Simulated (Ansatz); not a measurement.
# Lattice dynamics of Ti2NO2 monolayer, part 3 of 3

How does Ti2NO2 monolayer vibrate, and is this structure a minimum?

Ansatz 0.2.0; DFT PBEsol, scalar-relativistic, plane waves, PAW; PAW set soft_1.

So far, highest frequency on the path or at a solved wavevector (cm⁻¹): step 6 (response at finite wavevector) 666. Also lowest frequency on the path (cm⁻¹): step 6 -250.

### 7. Another isotope, element N, natural mass 14.007 amu

An isotope changes the mass and not the force constants, so no new electronic calculation is needed; the shifts show which modes move this element.

The same force constants with the mass of N changed from 14.007 to 15.000 u (phonopy, no LO-TO term). Both lists are sorted by frequency; levels can cross, so a row need not hold one and the same mode. Modes under 3 cm⁻¹ are left out. Isotope shifts, by row, the first 40 of 57 rows:

| q | rank | natural mass (cm⁻¹) | changed mass (cm⁻¹) |
| --- | --- | --- | --- |
| 0 0 0 | 1 | -110.2 | -110.2 |
| 0 0 0 | 2 | -110.2 | -110.2 |
| 0 0 0 | 6 | 242.7 | 242.7 |
| 0 0 0 | 7 | 242.7 | 242.7 |
| 0 0 0 | 8 | 295.7 | 295.7 |
| 0 0 0 | 9 | 350.9 | 349.8 |
| 0 0 0 | 10 | 350.9 | 349.8 |
| 0 0 0 | 11 | 501.6 | 487.8 |
| 0 0 0 | 12 | 501.6 | 487.8 |
| 0 0 0 | 13 | 596.2 | 591.1 |
| 0 0 0 | 14 | 606.4 | 606.4 |
| 0 0 0 | 15 | 665.6 | 651 |
| 0 0.25 0 | 1 | -224.7 | -224.3 |
| 0 0.25 0 | 2 | -88.22 | -88.22 |
| 0 0.25 0 | 3 | 122.5 | 122.2 |
| 0 0.25 0 | 4 | 164 | 163.7 |
| 0 0.25 0 | 5 | 235.6 | 235.5 |
| 0 0.25 0 | 6 | 243.9 | 243.6 |
| 0 0.25 0 | 7 | 282.9 | 282.9 |
| 0 0.25 0 | 8 | 342.7 | 342.6 |
| 0 0.25 0 | 9 | 357.6 | 357 |
| 0 0.25 0 | 10 | 374 | 372.9 |
| 0 0.25 0 | 11 | 479.1 | 465.1 |
| 0 0.25 0 | 12 | 480.8 | 467.9 |
| 0 0.25 0 | 13 | 558.6 | 557 |
| 0 0.25 0 | 14 | 559.8 | 558.9 |
| 0 0.25 0 | 15 | 628.1 | 609.8 |
| 0 -0.5 0 | 1 | 54.31 | 54.31 |
| 0 -0.5 0 | 2 | 193.5 | 193.5 |
| 0 -0.5 0 | 3 | 196.2 | 196.1 |
| 0 -0.5 0 | 4 | 228.8 | 228.8 |
| 0 -0.5 0 | 5 | 299.8 | 299.3 |
| 0 -0.5 0 | 6 | 346.9 | 346.9 |
| 0 -0.5 0 | 7 | 385.8 | 384.2 |
| 0 -0.5 0 | 8 | 391.1 | 391.1 |
| 0 -0.5 0 | 9 | 404.1 | 401.5 |
| 0 -0.5 0 | 10 | 416.3 | 416.3 |
| 0 -0.5 0 | 11 | 486.9 | 472.6 |
| 0 -0.5 0 | 12 | 525.3 | 517.6 |
| 0 -0.5 0 | 13 | 534.1 | 534.1 |

A mode of this element alone would shift by -3.37 %. The highest zone-centre frequency without the field goes from 665.6 to 651.0 cm⁻¹ (-2.2 %).

### 8. Another isotope, element O, natural mass 15.999 amu

The same for O, from 16.00 to 18.00 u.

The same force constants with the mass of O changed from 15.999 to 17.999 u (phonopy, no LO-TO term). Both lists are sorted by frequency; levels can cross, so a row need not hold one and the same mode. Modes under 3 cm⁻¹ are left out. Isotope shifts, by row, the first 40 of 57 rows:

```csv
q,rank,natural mass (cm⁻¹),changed mass (cm⁻¹)
0 0 0,1,-110.2,-109.7
0 0 0,2,-110.2,-109.7
0 0 0,6,242.7,229.7
0 0 0,7,242.7,229.7
0 0 0,8,295.7,289.6
0 0 0,9,350.9,338.4
0 0 0,10,350.9,338.4
0 0 0,11,501.6,497.2
0 0 0,12,501.6,497.2
0 0 0,13,596.2,571.8
0 0 0,14,606.4,583.7
0 0 0,15,665.6,663.5
0 0.25 0,1,-224.7,-222.1
0 0.25 0,2,-88.22,-87.41
0 0.25 0,3,122.5,121.4
0 0.25 0,4,164,163.3
0 0.25 0,5,235.6,232.5
0 0.25 0,6,243.9,240.4
0 0.25 0,7,282.9,268.7
0 0.25 0,8,342.7,326.6
0 0.25 0,9,357.6,339.9
0 0.25 0,10,374,356.5
0 0.25 0,11,479.1,475.9
0 0.25 0,12,480.8,476.8
0 0.25 0,13,558.6,535.3
0 0.25 0,14,559.8,542.5
0 0.25 0,15,628.1,625.8
0 -0.5 0,1,54.31,54.24
0 -0.5 0,2,193.5,193.2
0 -0.5 0,3,196.2,196
0 -0.5 0,4,228.8,228.5
0 -0.5 0,5,299.8,292.6
0 -0.5 0,6,346.9,340.2
0 -0.5 0,7,385.8,366.3
0 -0.5 0,8,391.1,369
0 -0.5 0,9,404.1,386.4
0 -0.5 0,10,416.3,393.1
0 -0.5 0,11,486.9,484.3
0 -0.5 0,12,525.3,511.6
0 -0.5 0,13,534.1,513.6
```

A mode of this element alone would shift by -5.72 %. The highest zone-centre frequency without the field goes from 665.6 to 663.5 cm⁻¹ (-0.3 %).

### 9. Isotope substitution, element Ti, natural mass 47.867 amu

The same for Ti, from 47.87 to 49.94 u.

The same force constants with the mass of Ti changed from 47.867 to 49.945 u (phonopy, no LO-TO term). Both lists are sorted by frequency; levels can cross, so a row need not hold one and the same mode. Modes under 3 cm⁻¹ are left out. Isotope shifts, by row, the first 40 of 57 rows:

```
       q  rank  natural mass (cm⁻¹)  changed mass (cm⁻¹)
   0 0 0     1               -110.2                 -108
   0 0 0     2               -110.2                 -108
   0 0 0     6                242.7                242.4
   0 0 0     7                242.7                242.4
   0 0 0     8                295.7                291.5
   0 0 0     9                350.9                348.6
   0 0 0    10                350.9                348.6
   0 0 0    11                501.6                501.4
   0 0 0    12                501.6                501.4
   0 0 0    13                596.2                  595
   0 0 0    14                606.4                602.3
   0 0 0    15                665.6                662.5
0 0.25 0     1               -224.7                 -221
0 0.25 0     2               -88.22               -86.64
0 0.25 0     3                122.5                120.5
0 0.25 0     4                  164                160.9
0 0.25 0     5                235.6                231.7
0 0.25 0     6                243.9                240.2
0 0.25 0     7                282.9                282.2
0 0.25 0     8                342.7                341.3
0 0.25 0     9                357.6                356.9
0 0.25 0    10                  374                  373
0 0.25 0    11                479.1                478.9
0 0.25 0    12                480.8                480.2
0 0.25 0    13                558.6                555.6
0 0.25 0    14                559.8                556.5
0 0.25 0    15                628.1                627.4
0 -0.5 0     1                54.31                53.19
0 -0.5 0     2                193.5                189.5
0 -0.5 0     3                196.2                192.3
0 -0.5 0     4                228.8                224.2
0 -0.5 0     5                299.8                296.2
0 -0.5 0     6                346.9                341.6
0 -0.5 0     7                385.8                385.6
0 -0.5 0     8                391.1                  391
0 -0.5 0     9                404.1                403.2
0 -0.5 0    10                416.3                416.2
0 -0.5 0    11                486.9                486.9
0 -0.5 0    12                525.3                522.3
0 -0.5 0    13                534.1                530.7
```

A mode of this element alone would shift by -2.10 %. The highest zone-centre frequency without the field goes from 665.6 to 662.5 cm⁻¹ (-0.5 %).

### 10. Outcome

```
space group after relaxation (within 0.01 Å)            : P-3m1
area per atom                                           : 1.52 Å²
electronic character                                    : no gap on this mesh
highest optical mode at the zone centre (no LO-TO term) : 666 cm⁻¹
lowest optical zone-centre mode                         : -108 cm⁻¹
lowest mode on the q mesh (acoustic modes at Γ apart)   : -225 cm⁻¹
highest frequency on the path or at a solved wavevector : 666 cm⁻¹
imaginary modes on the 4×4×1 q mesh                     : yes
```

**Reading.** Modes are clearly imaginary (beyond 10i cm⁻¹) at 3 of the 4 irreducible wavevectors, most at q = (0, 0.25, 0) (224.7i cm⁻¹), so this structure is not a minimum of the energy. The optical modes at Γ span -108 to 666 cm⁻¹ (negative means imaginary). The highest mode in this list at Γ, 665.7 cm⁻¹, has its largest share on N (70 % of the kinetic energy). With no gap, or one that is small against the smearing, the frequencies hang on the k mesh and the smearing, most of all near Kohn anomalies. The phonon runs are without spin polarisation, although the cell has an odd electron count. In a sheet or slab the interpolated bending branch near Γ is rough, since the rotational sum rule isn't imposed. The PAW files were made for PBE and serve the other functionals too. The starting cell was built on a prototype and not taken from a measurement. These are harmonic frequencies at zero temperature: anharmonic shifts, linewidths and thermal expansion are left out.

[Logs are printed without paths, hosts, clocks, repeated set-up lines and the standing remarks that a program may print on its own settings, such as how far it seeks lower states.]

[Hosts, paths, dates, database ids (printed as entryN), source tags and the programs' standing remarks are cut or masked in the printed files.]
